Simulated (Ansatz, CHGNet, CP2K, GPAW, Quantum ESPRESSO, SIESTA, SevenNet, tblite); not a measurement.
# Generalised stacking fault on (111) (glide set) of a Ge-Si solid solution (72 atoms): one structure in several programs

Aim: run generalised stacking fault on (111) (glide set) of a Ge-Si solid solution (72 atoms) in several programs and set results and cost side by side. A plane-wave run serves as the reference.

Program: Ansatz 0.2.0. Level of theory: Kohn-Sham DFT, PBE, PAW, plane waves. Results are calculated unless marked as measured.

### 1. The starting structure

The cell holds 72 atoms: 51 Ge and 21 Si. Cell: a = 6.849 Å, b = 11.862 Å, c = 19.579 Å, α = 90.0°, β = 88.3°, γ = 90.0°. Diamond-structure Ge lattice (a = 5.5919 Å, the value set for the mixture), cell with z along [111], 1 x 3 x 2 periods; the third cell vector is tilted by 0.083 of 1/2[11-2] and lengthened by 0.2 Å, so the cell holds one fault (glide set); displaced by a Gaussian of 0.01 Å; 21 of 72 Ge sites given to Si at random (lattice constant by Vegard's rule between Ge and Si). Then every atom was moved at random, 0.05 Å r.m.s. a Cartesian component. The structure's axis is c.

### 2. The reference run

The PAW files are the set soft_2.

input.yaml

```yaml
crystal:
  lattice:
    - [6.84865, 0.0, 0.0]
    - [0.0, 11.86221, 0.0]
    - [0.5707, 0.0, 19.57091]
  atoms:
    - { symbol: Ge, position: [0.48162, 0.17187, 0.02273] }
    - { symbol: Ge, position: [0.47964, 0.1678, 0.1447] }
    - { symbol: Ge, position: [0.81983, 0.16745, 0.18597] }
    - { symbol: Si, position: [0.78622, 0.17, 0.31058] }
    [... 62 atom lines left out ...]
    - { symbol: Ge, position: [0.59196, 0.659, 0.84556] }
    - { symbol: Si, position: [0.58154, 0.66357, 0.97389] }
    - { symbol: Si, position: [0.08812, 0.49356, 0.84287] }
    - { symbol: Si, position: [0.09208, 0.50233, 0.96824] }
    - { symbol: Ge, position: [0.09551, 0.83283, 0.84973] }
    - { symbol: Si, position: [0.07122, 0.83396, 0.96741] }
kpoints:
  mp_grid: { grid: [1, 1, 1] }
hamiltonian:
  xc: pbe
scf:
  occupations: { method: fermi_dirac, width: 0.05 }
output:
  forces: true
  eigenvalues: true
  populations: true
  stress: true
```

Launch:

```sh
> ansatz run input.yaml --threads 8 --pin off --max-ram 15872MiB --backend cpu --events-out ev --progress --plain --runs-dir out
```

Numbers of over 12 decimals in the logs are rounded to 6 here.

Log:

```text
[...]
Pseudopotentials: kind: paw
Pseudopotential: Ge, paw, valence charge 14, recommended cutoff 420 eV (normal), Ge.paw.azcp
Pseudopotential: Si, paw, valence charge 4, recommended cutoff 420 eV (normal), Si.paw.azcp
[... 5 lines on functional and potentials left out ...]
Crystal: 72 atoms, lattice volume = 1589.943 Å³
Basis set: ecut = 420 eV, 31103 PW (Γ), exchange–correlation on 96×160×270 points (8 copies of the dense FFT grid, shifted against one another)
Bands: 479, of which v1, the nominal top of the filled ones, is band 399 counted from 1 (398 counted from 0)
Symmetry: 1 space group operations
Space group: P1 (ITA 1), of the structure as read, at distance tolerance 1.2e-4 Å
k-points: 1
[... 5 lines on functional and potentials left out ...]
Initial density: superposition of atomic densities (neutral atoms: chi_scale 0, normalization atom), corrected by the library's trained network
Initial wavefunctions: pseudopotential atomic-orbital guess
[...]
SCF iter   1: F=—  HF=-232379.526161 eV  |F-HF|=—  |Δ(HF+E_count)|=         —  Δρ=3.54e-3  dr2=2.93e-1  ethr=1.77e-3  ⟨swp⟩=5.0  Hψ=1666  notcnv=0  defer=48
preconditioner: auto → LDOS  [insulator: Δε(μ)=0.214 eV  Ē_g=20.362 eV  σ=0.050 eV  W_gap=0.78  n_scr=386 (ndim 8)  ℏωp=26.3 eV  f_vac=0.022  D(μ)=10.03/eV (n_scr^D=28)  ε∞_Penn≈2.7  β→1.0]
[...]
SCF iter   8: F=—  HF=-232379.450378 eV  |F-HF|=—  |Δ(HF+E_count)|=   7.08e-7  Δρ=2.71e-6  dr2=2.19e-7  ethr=1.87e-10  ⟨swp⟩=2.0  Hψ=571  notcnv=0  defer=53
SCF iter   9: F=-232379.450378 eV  HF=-232379.450378 eV  |F-HF|=2.33e-10  |Δ(HF+E_count)|=   1.07e-7  Δρ=9.35e-7  dr2=2.74e-8  ethr=1.25e-11  ⟨swp⟩=13.0  Hψ=2051  notcnv=0
SCF 1 converged in 9 iterations: F = -232379.450378 eV  dr2 = 2.74e-8
[...]
SCF converged after 9 iterations
Free energy (F): -232379.450378 eV
Harris-Foulkes:  -232379.450378 eV  (|F-HF|=2.33e-10)
Internal energy: -232379.347961 eV  (E = F + TS)
E sigma→0 (E₀):  -232379.399169 eV
Entropy (-TS):   -0.102418 eV (-1.422 meV/atom)
Fermi energy:    8.232847 eV
--- Per-component energies (eV) ---
[...]
Σ components = -232379.450378   (vs F -232379.450378, Δ=0.00e0)
--- Forces (eV/Å), atoms counted from 1 ---
  atom   1  Ge    -1.17414561    -0.81149741    -0.46884220
  atom   2  Ge     0.73504550    -1.27266882     0.22308550
  atom   3  Ge    -1.59548969    -1.06925357     1.11095577
  atom   4  Si     1.72450137    -0.96431099    -0.63430081
[...]
atom  72  Si     0.97275271     0.90350724     0.82245404
  max |Σ_I F_I| component: 2.07e-6 eV/Å
--- Stress (GPa, compression-positive) ---
       -5.762155      -0.704759      -2.029269
       -0.704759      12.361515       0.472164
       -2.029269       0.472164       3.234192
  P = ⅓ Tr σ = 3.2779 GPa (32.779 kbar)
--- Band table (eV) ---
  k-point 0: bands = ["-17.1490", "-17.0995", "-17.0736", "-17.0577", [... 463 levels ...], "11.6399", "11.6826", "11.6942", "11.7496", "11.7524", "11.7993", "11.8571", "12.0386", "12.1008", "12.1447", "12.1987", "12.3734"]
--- Löwdin populations: 72 sites ---
  site symbol       q [e]
     0     Ge     13.9968
     1     Ge     13.9971
     2     Ge     13.9693
[...]
71     Si      3.9055
  spilling = 0.002517 (of n_electrons = 798.000000)
```

It took 20 s on 8 threads of Arm Neoverse V1, shared host; peak memory 2.3 GiB.

In the SCF lines HF is the Harris–Foulkes energy and dr2 the Hartree energy of the density residual, in eV; the loop may stop once dr2 is under the threshold and the program's other checks hold. Hψ counts applications of the Hamiltonian.

Read from the output:

* free energy: -232379.4504 eV
* free energy per atom: -3227.4924 eV/atom
* SCF cycles: 9
* pressure: 3.278 GPa
* r.m.s. force component: 0.8462 eV/Å
* longest force: 2.816 eV/Å
* Fermi energy: 8.233 eV
* levels partly filled by over 2 per cent: 3
* spilling of the projection: 0.002517

Neighbours are counted within 2.83 Å (Ge-Ge), 2.77 Å (Ge-Si), 2.77 Å (Si-Si).

Length of the force by element and coordination:

```
element  coordination  atoms  mean length of the force (eV/Å)  spread  least  most
     Ge           all     51                             1.33   0.604  0.188  2.82
     Ge             3      5                             1.72   0.249   1.45  2.05
     Ge             4     46                             1.29   0.616  0.188  2.82
     Si           all     21                             1.39   0.508  0.637  2.42
     Si             3      7                             1.70   0.399   1.12  2.42
     Si             4     14                             1.23   0.484  0.637  2.18
```

Löwdin charges by element and coordination (they lack the spilled electrons, 0.028 e an atom on average):

```
element  coordination  atoms  mean charge (e)  spread    least    most
     Ge           all     51           0.0075  0.0191   -0.034  0.0441
     Ge             3      5           -0.004  0.0155   -0.034  0.0109
     Ge             4     46           0.0088  0.0191  -0.0307  0.0441
     Si           all     21           0.0773  0.0193   0.0426   0.125
     Si             3      7           0.0751  0.0142   0.0502  0.0945
     Si             4     14           0.0784  0.0213   0.0426   0.125
```

The levels nearest the highest filled one (over half full), pooled over k-points and spins:

```
level less the highest filled one (eV)  occupation
                                -0.692           2
                                -0.583           2
                                -0.498           2
                                -0.413           2
                                -0.287        2.00
                                     0        1.70
                                 0.211       0.155
                                  0.23       0.108
                                 0.301       0.027
                                 0.358       0.009
                                 0.406       0.003
                                 0.564           0
```

### 3. What was run beside it

The programs:
- CHGNet: machine-learned potential, published weights.
- CP2K 2026.2: Gaussian basis with GTH pseudopotentials and a plane-wave density; labels give functional, basis (MOLOPT sets; SR short-range, UZH the newer set with its own potentials), grid cutoff/relative cutoff and solver (OT: orbital transformation; TRS4, TC2, SIGN: linear-scaling purification with its sparsity filter), or its built-in tight binding.
- GPAW 26.7.0: PAW with atomic orbitals (LCAO), plane waves or a real-space grid of spacing h.
- Quantum ESPRESSO 7.5: plane waves; labels (QE) give functional, pseudopotential set and cutoffs of waves/density.
- SIESTA 5.4.2: numerical atomic orbitals, whose automatically made sets are far from complete, with PseudoDojo norm-conserving potentials that we converted to its format (checked against plane waves on the same files for H, C, O, Si, Ge and Ca alone); labels give functional, basis size, energy shift and mesh cutoff.
- SevenNet: machine-learned potential, published weights.
- tblite 0.8.0: extended tight binding, driven from Python.

All use the same cell and atoms; the electronic-structure runs use the same k-mesh, and an electronic temperature of 580 K (0.05 eV) where levels are smeared.

Differences are against the plane-wave reference, forces as r.m.s. over components; share is that over the reference's r.m.s. force, slope the least-squares factor from reference forces to these. Total energies of different programs have different zeros and aren't compared.

```
                                                            run  Δ force, r.m.s. (meV/Å)  share (%)  slope  Δ pressure (GPa)  cores  CPU time  memory (GiB)
                                                      reference                        -          -      -                 -      8   2.1 min           2.3
                                         CHGNet 0.3.0 potential                      357       42.2  0.612              1.48      1       4 s          0.63
          CP2K PBE+rVV10L, DZVP-UZH, 350/50 Ry, diagonalisation                     27.2       3.21  1.013            0.0063      2   7.8 min           3.5
  CP2K PBE, DZVP-MOLOPT (SR for Ge), 350/50 Ry, diagonalisation                     25.6       3.03  1.006             0.432      2   3.8 min           1.9
        CP2K PBE, DZVP-UZH, 122/50 Ry, diagonalisation (coarse)                     26.4       3.12  1.013             0.364      2   3.8 min          0.84
        CP2K PBE, DZVP-UZH, 175/50 Ry, diagonalisation (coarse)                     26.4       3.12  1.013             0.364      2   4.5 min           1.1
        CP2K PBE, DZVP-UZH, 350/30 Ry, diagonalisation (coarse)                     26.3       3.11  1.013             0.365      2   3.8 min           2.0
                 CP2K PBE, DZVP-UZH, 350/50 Ry, diagonalisation                     26.4       3.12  1.013             0.364      2   4.7 min           2.0
   CP2K PBE, SZV-MOLOPT-SR, 350/50 Ry, diagonalisation (coarse)                      427       50.4  1.179             -1.04      1     2 min           1.7
CP2K RPBE, PBE potentials, DZVP-UZH, 350/50 Ry, diagonalisation                     26.3       3.11  1.013             0.817      2   4.7 min           2.0
                                   GPAW PBE, LCAO dzp, h 0.16 Å                     68.4       8.08  1.075                 -      1    11 min           3.1
                                    GPAW PBE, LCAO dzp, h 0.2 Å                     68.7       8.11  1.075                 -      1   5.8 min           1.6
              GPAW PBE, LCAO dzp, h 0.2 Å, other mixer settings                     69.0       8.15  1.074                 -      1   5.2 min           1.5
                       GPAW PBE, LCAO sz(dzp), h 0.2 Å (coarse)                      317       37.5  1.242                 -      1      87 s           1.2
                      GPAW PBE, LCAO szp(dzp), h 0.2 Å (coarse)                      169       20.0  1.175                 -      1   3.9 min           1.6
                       QE PBE, sssp-1.3.0-efficiency, 45/360 Ry                     2.49      0.294  0.999            -0.154      4    17 min           4.4
            SIESTA PBE, DZ, shift 0.01 Ry, mesh 300 Ry (coarse)                      154       18.2  1.077              1.89      1   2.5 min          0.88
                    SIESTA PBE, DZP, shift 0.01 Ry, mesh 300 Ry                      126       14.8  1.080             0.788      1   7.1 min           1.5
            SIESTA PBE, SZ, shift 0.01 Ry, mesh 300 Ry (coarse)                      394       46.6  1.349              7.13      1   1.8 min          0.73
           SIESTA PBE, SZP, shift 0.01 Ry, mesh 300 Ry (coarse)                      220       26.0  1.230              3.01      1   5.3 min           1.3
                    SIESTA PBE, TZP, shift 0.01 Ry, mesh 300 Ry                      120       14.1  1.088             0.579      2   9.9 min           1.9
                                           SevenNet 0 potential                      288       34.0  0.751            -0.889      1     8.8 s          0.77
                                        SevenNet l3i5 potential                      264       31.2  0.917             0.380      1      11 s           1.1
                                                tblite GFN1-xTB                      216       25.6  0.900              5.04      1     8.7 s          0.15
```

Rows marked coarse were listed beforehand as settings not expected to be converged; some can still land near the reference.

Times of the machine-learned potentials are mostly Python's start and the loading of weights.

CPU time is summed over cores on a shared host, where runs went side by side, so it is rough. Symmetry, cutoffs, thresholds, outputs and thread counts weren't matched or tuned between programs; memory under MPI is the largest rank's times the ranks.

Runs without a result: CP2K GFN1-xTB, diagonalisation (not converged, the SCF not settling).

Mean charges by element (e), by run and scheme:

```
                                                            run     scheme     Ge     Si
                                                      reference     Löwdin  +0.01  +0.08
          CP2K PBE+rVV10L, DZVP-UZH, 350/50 Ry, diagonalisation   Mulliken  -0.05  +0.13
          CP2K PBE+rVV10L, DZVP-UZH, 350/50 Ry, diagonalisation  Hirshfeld   0.00   0.00
  CP2K PBE, DZVP-MOLOPT (SR for Ge), 350/50 Ry, diagonalisation   Mulliken  +0.03  -0.08
  CP2K PBE, DZVP-MOLOPT (SR for Ge), 350/50 Ry, diagonalisation  Hirshfeld   0.00   0.00
                 CP2K PBE, DZVP-UZH, 350/50 Ry, diagonalisation   Mulliken  -0.05  +0.12
                 CP2K PBE, DZVP-UZH, 350/50 Ry, diagonalisation  Hirshfeld   0.00   0.00
CP2K RPBE, PBE potentials, DZVP-UZH, 350/50 Ry, diagonalisation   Mulliken  -0.04  +0.11
CP2K RPBE, PBE potentials, DZVP-UZH, 350/50 Ry, diagonalisation  Hirshfeld   0.00   0.00
                    SIESTA PBE, DZP, shift 0.01 Ry, mesh 300 Ry  Hirshfeld  +0.01  -0.03
                    SIESTA PBE, TZP, shift 0.01 Ry, mesh 300 Ry  Hirshfeld  +0.01  -0.03
                                                tblite GFN1-xTB   Mulliken  -0.05  +0.12
```

The reference's Löwdin charges lack the electrons that the projection spills, 0.028 e an atom on average.

Within one program, basis, potentials and functional, energies share a zero. Each run against its twin at the usual cutoff or grid and solver:

```
                                              run                                  twin  Δ energy (meV/atom)  Δ force, r.m.s. (meV/Å)  CPU time over the twin's
   CP2K PBE, DZVP-UZH, 122/50 Ry, diagonalisation  DZVP-UZH, 350/50 Ry, diagonalisation               0.0043                    0.458                      0.81
   CP2K PBE, DZVP-UZH, 175/50 Ry, diagonalisation  DZVP-UZH, 350/50 Ry, diagonalisation               2.0e-4                    0.113                      0.96
   CP2K PBE, DZVP-UZH, 350/30 Ry, diagonalisation  DZVP-UZH, 350/50 Ry, diagonalisation              -0.0134                     1.02                      0.81
                     GPAW PBE, LCAO dzp, h 0.16 Å                     LCAO dzp, h 0.2 Å                -5.16                     12.0                       1.8
GPAW PBE, LCAO dzp, h 0.2 Å, other mixer settings                     LCAO dzp, h 0.2 Å                    0                     2.87                      0.90
```

### 4. What came out

| Quantity | Value |
| --- | --- |
| reference r.m.s. force component | 0.846 eV/Å |
| nearest in forces | QE PBE, sssp-1.3.0-efficiency, 45/360 Ry, 0.29 % |
| farthest in forces | CP2K PBE, SZV-MOLOPT-SR, 350/50 Ry, diagonalisation (coarse), 50 % |
| cheapest electronic-structure run beside the reference | tblite GFN1-xTB, 8.7 s of CPU time |

**Reading.** PBE on plane waves or a grid with other potentials, cutoffs or grids, coarse settings apart, differs from the reference by 0.29 % (QE PBE, sssp-1.3.0-efficiency, 45/360 Ry) of the r.m.s. force; this holds the reference's own error, so differences of a few per cent don't tell which side is nearer the exact PBE result (QE's 45 Ry are 612 eV, against the reference's 420 eV). The PBE runs in local orbitals, coarse settings apart, differ by 3.0 % (CP2K PBE, DZVP-MOLOPT (SR for Ge), 350/50 Ry, diagonalisation) to 15 % (SIESTA PBE, DZP, shift 0.01 Ry, mesh 300 Ry); basis, grid and potentials can all enter. Tight binding differs by 26 % (tblite GFN1-xTB); it is another model, with fitted parameters of its own, and the xTB methods hold dispersion. Machine-learned potentials differ by 31 % (SevenNet l3i5 potential) to 42 % (CHGNet 0.3.0 potential); they were trained on other programs' data. Among those trained on PBE data the slope goes as low as 0.61, which softening far from their training structures can give, though the reference's k-sampling is untested too. Rows with another functional or a dispersion term differ by 3.1 % (CP2K RPBE, PBE potentials, DZVP-UZH, 350/50 Ry, diagonalisation) to 3.2 % (CP2K PBE+rVV10L, DZVP-UZH, 350/50 Ry, diagonalisation), which mixes the change of model with differences of basis and potentials, some of them made for another functional. Runs with settings chosen to be coarse differ by 3.1 % (CP2K PBE, DZVP-UZH, 350/30 Ry, diagonalisation) to 50 % (CP2K PBE, SZV-MOLOPT-SR, 350/50 Ry, diagonalisation), their programs' other errors included. One electronic-structure run takes under half the reference's CPU time: tblite GFN1-xTB, at 26 % in 8.7 s against 2.1 min; its pressure misses by +5.0 GPa. SIESTA PBE, SZ, shift 0.01 Ry, mesh 300 Ry stiffens the forces by a factor of 1.35 while following their directions (correlation 0.975); the slopes of the 5 SIESTA runs lie between 1.08 and 1.35. In pressure, SIESTA PBE, SZ, shift 0.01 Ry, mesh 300 Ry misses by +7.1 GPa, at the same functional. Charges hang on model, scheme and program or settings: among these rows the mean for Si runs from -0.08 to +0.13 e, even in sign. In the reference: levels near the Fermi energy are neither full nor empty under the smearing, so no gap is quoted. In the reference: mean Löwdin charges: Ge +0.01, Si +0.08 e. Periodic xTB results under one method name differ between programs and library versions. The potentials hold different valence shells: 798 electrons in the reference, 288 in GPAW and 288 in CP2K with DZVP-MOLOPT; this bears on time and differences. GPAW's setups keep the filled d shell of Ge in the core. Machine-learned potentials mimic data converged in k, so the reference's own k-point error enters their differences. The reference's stress is far from hydrostatic: its diagonal is -5.8, 12.4, 3.2 GPa, compression counted positive. The host structure and its lattice constant were typed by rule, without a check against the phase diagram. The reference's pressure of 3.3 GPa belongs to a cell and atoms that aren't relaxed at this level. The electronic-structure runs sample only Γ, in a cell whose shortest periodic width is 7 Å, which is coarse for a cell with partly filled levels.

[Also dropped from logs without a mark: logging warnings of Python, and SIESTA's first energy breakdown and zero terms.]

[Logs are printed without paths, hosts, clocks, repeated set-up lines and the standing remarks that a program may print on its own settings, such as how far it seeks lower states.]

[Hosts, paths, dates, database ids (printed as entryN), source tags and the programs' standing remarks are cut or masked in the printed files.]
